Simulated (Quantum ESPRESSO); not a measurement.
**CaO (Lime): from Born charge to LO-TO splitting**

Wanted: the LO mode of CaO (Lime) from the TO mode and the field response.

Main program and level: Quantum ESPRESSO 8.0 development, patched; DFT LDA, scalar-relativistic, plane waves, PseudoDojo norm-conserving pseudopotentials.

## Step 1: The relaxed structure

Symmetry: Fm-3m, No. 225, cubic system. Conventional cell: a = 4.704 Å, b = 4.704 Å, c = 4.704 Å, α = 90.00°, β = 90.00°, γ = 90.00°. Nearest to Ca lie 6 O at 2.35 Å. Nearest to O lie 6 Ca at 2.35 Å. Farther neighbours and most contacts between anions are not listed.

This is the cell after its relaxation at this level of theory, not the database cell from which that began.

## Step 2: What the response run gave

A linear-response run on the relaxed cell, with the response to an electric field; only its zone-centre results are used. Cutoff 84 Ry, k mesh 8×8×8.

Log:

```text
[banners, grids, parts of the stress and lines that vanish by symmetry left out]
Program PHONON v.8.0dev
     Dynamical matrices for q-points given in input
     (   1q-points):
[...]
Exchange-correlation= PW
                           (   1   4   0   0   0   0   0)
[...]
kinetic-energy cut-off    =      84.0000  Ry
     charge density cut-off    =     336.0000  Ry
     convergence threshold     =      1.0E-18
[...]
Exchange-correlation= PW
                           (   1   4   0   0   0   0   0)
[...]
q = (   0.0000000   0.0000000   0.0000000 )
     49 Sym.Ops. (with q -> -q+G )
     G cutoff =  672.5658  (  18197 G-vectors)     FFT grid: ( 40, 40, 40)
     number of k points=    29
[...]
Mode symmetry, O_h (m-3m)  point group:
[...]
Dielectric constant
[...]
End of electric fields calculation
          Dielectric constant in cartesian axis
          (       3.870661255      -0.000000000       0.000000000 )
          (      -0.000000000       3.870661255       0.000000000 )
          (       0.000000000      -0.000000000       3.870661255 )
          Effective charges (d Force / dE) in cartesian axis without acoustic sum rule applied (asr)
           atom    1  Ca    Mean Z*:        2.37852
      Ex  (        2.37852       -0.00000       -0.00000 )
      Ey  (       -0.00000        2.37852        0.00000 )
      Ez  (       -0.00000        0.00000        2.37852 )
           atom    2  O     Mean Z*:       -2.37887
      Ex  (       -2.37887        0.00000        0.00000 )
      Ey  (        0.00000       -2.37887       -0.00000 )
      Ez  (        0.00000       -0.00000       -2.37887 )
          Effective charges Sum: Mean:       -0.00035
[...]
Effective charges (d Force / dE) in cartesian axis with asr applied:
           atom    1  Ca    Mean Z*:        2.37869
[...]
atom    2  O     Mean Z*:       -2.37869
[...]
Dielectric constant from finite-differences
          (       3.870658996      -0.000000000       0.000000000 )
          (      -0.000000000       3.870658996      -0.000000000 )
          (       0.000000000       0.000000000       3.870658996 )
[...]
(      -0.000000000      -0.000000000      -0.000000000 )
          (       0.000000000      -0.000000000      -0.000000000 )
          (      -0.000000000      -0.000000000       0.000000000 )
          (      -0.000000000      -0.000000000      -0.000000000 )
          (      -0.000000000      -0.000000000      -0.000000000 )
          (      -0.000000000      -0.000000000      -0.000000000 )
          (      -0.000000000       0.000000000      -0.000000000 )
          (       0.000000000       0.000000000       0.000000000 )
[...]
(       0.000000000       0.000000000       0.000000000 )
          (      -0.000000000       0.000000000      -0.000000000 )
          (      -0.000000000      -0.000000000       0.000000000 )
          (       0.000000000       0.000000000      -0.000000000 )
          (      -0.000000000      -0.000000000       0.000000000 )
[...]
Representation #   1 modes #   1   2   3
[...]
End of self-consistent calculation
     Convergence has been achieved
     Representation #   2 modes #   4   5   6
[...]
End of self-consistent calculation
     Convergence has been achieved
[...]
Dielectric constant in cartesian axis
          (       3.870661255      -0.000000000       0.000000000 )
          (      -0.000000000       3.870661255       0.000000000 )
          (       0.000000000      -0.000000000       3.870661255 )
          Effective charges (d Force / dE) in cartesian axis without acoustic sum rule applied (asr)
           atom    1  Ca    Mean Z*:        2.37852
      Ex  (        2.37852       -0.00000       -0.00000 )
      Ey  (       -0.00000        2.37852        0.00000 )
      Ez  (       -0.00000        0.00000        2.37852 )
           atom    2  O     Mean Z*:       -2.37887
      Ex  (       -2.37887        0.00000        0.00000 )
      Ey  (        0.00000       -2.37887       -0.00000 )
      Ez  (        0.00000       -0.00000       -2.37887 )
          Effective charges Sum: Mean:       -0.00035
[...]
Effective charges (d Force / dE) in cartesian axis with asr applied:
           atom    1  Ca    Mean Z*:        2.37869
[...]
atom    2  O     Mean Z*:       -2.37869
[...]
q = (    0.000000000   0.000000000   0.000000000 )
[...]
freq (    1) =       0.047216 [THz] =       1.574971 [cm-1]
     freq (    2) =       0.047216 [THz] =       1.574971 [cm-1]
     freq (    3) =       0.047216 [THz] =       1.574971 [cm-1]
     freq (    4) =       8.721573 [THz] =     290.920347 [cm-1]
     freq (    5) =       8.721573 [THz] =     290.920347 [cm-1]
     freq (    6) =       8.721573 [THz] =     290.920347 [cm-1]
[...]
Mode symmetry, O_h (m-3m)  point group:
     freq (   1-   3) =          1.6  [cm-1]   --> T_1u G_15  G_4- I
     freq (   4-   6) =        290.9  [cm-1]   --> T_1u G_15  G_4- I

   JOB DONE.
```

| quantity | value |
| --- | --- |
| cell volume Ω (Å³) | 26.024 |
| mass of Ca (u) | 40.078 |
| mass of O (u) | 15.999 |
| Born charge of Ca, raw (e) | 2.378 |
| Born charge of O, raw (e) | -2.379 |
| ε∞ | 3.871 |
| ω(TO) after the sum rule (cm⁻¹) | 290.9 |

## Step 3: The calculation

The charges must sum to zero over the cell; taking off their mean, 0.000 e, leaves Z* = 2.379 e on Ca. In the polar mode Ca moves against O, so the reduced mass is μ = 40.08 × 16.00 / 56.08 = 11.434 u.

A longitudinal wave builds up a field that adds to the restoring force: ω(LO)² = ω(TO)² + 4π Z*² / (μ Ω ε∞), in Hartree atomic units. With μ = 20844 electron masses and Ω = 175.62 bohr³ the second term is 5.0183e-06 Ha², or 241725 cm⁻² (1 Ha = 219474.6 cm⁻¹).

So ω(LO) = √(84623 + 241725) = 571.3 cm⁻¹, and by the Lyddane-Sachs-Teller relation ε₀ = ε∞ (ω(LO)/ω(TO))² = 14.93.

## Step 4: Check against the program

The analysis program adds the same non-analytic term to the full matrix, here for q along (1 0 0).

Log:

```text
[banner, memory and clock lines left out]
Program DYNMAT v.8.0dev

     Reading Dynamical Matrix from file g.dyn
     ...Force constants read
     ...epsilon and Z* read
     ...Raman cross sections read

     Polarizability (A^3 units)
     multiply by 0.511016 for Clausius-Mossotti correction (not under assume_isolated = 'mt')
         5.944952   -0.000000    0.000000
        -0.000000    5.944952   -0.000000
         0.000000    0.000000    5.944952

     IR activities are in (D/A)^2/amu units

# mode   [cm-1]    [THz]      IR
    1     -0.00   -0.0000    0.0000
    2      0.00    0.0000    0.0000
    3      0.00    0.0000    0.0000
    4    290.90    8.7211   11.4165
    5    290.90    8.7211   11.4165
    6    571.27   17.1263   11.4165
```

ε₀ comes from the program's run without a direction of q.

| quantity | by hand | program |
| --- | --- | --- |
| ω(LO) (cm⁻¹) | 571.3 | 571.3 |
| ε₀ | 14.93 | 14.93 |

## Step 5: Outcome

```json
{
  "TO mode": "290.9 cm⁻¹",
  "LO mode": "571.3 cm⁻¹",
  "static dielectric constant": "14.93"
}
```

In words: The LO mode of CaO (Lime) lies at 571 cm⁻¹, 280 cm⁻¹ above the TO mode; the formula meets the program within 0.1 cm⁻¹, as it must for a cubic crystal with one polar mode. ω(LO)² − ω(TO)² goes with Z*²/ε∞: an error of 5 % in ε∞ would move the LO mode by 10.2 cm⁻¹, and semilocal functionals tend to overestimate ε∞. These are harmonic values at zero temperature, at the volume of this functional, for the structure held cubic; stability elsewhere in the zone is no part of this calculation.

[Host names and launcher messages were left out of these logs when they were recorded.]

[Logs are printed without paths, hosts, clocks, repeated set-up lines and the standing remarks that a program may print on its own settings, such as how far it seeks lower states.]

[Hosts, paths, dates, database ids (printed as entryN), source tags and the programs' standing remarks are cut or masked in the printed files.]
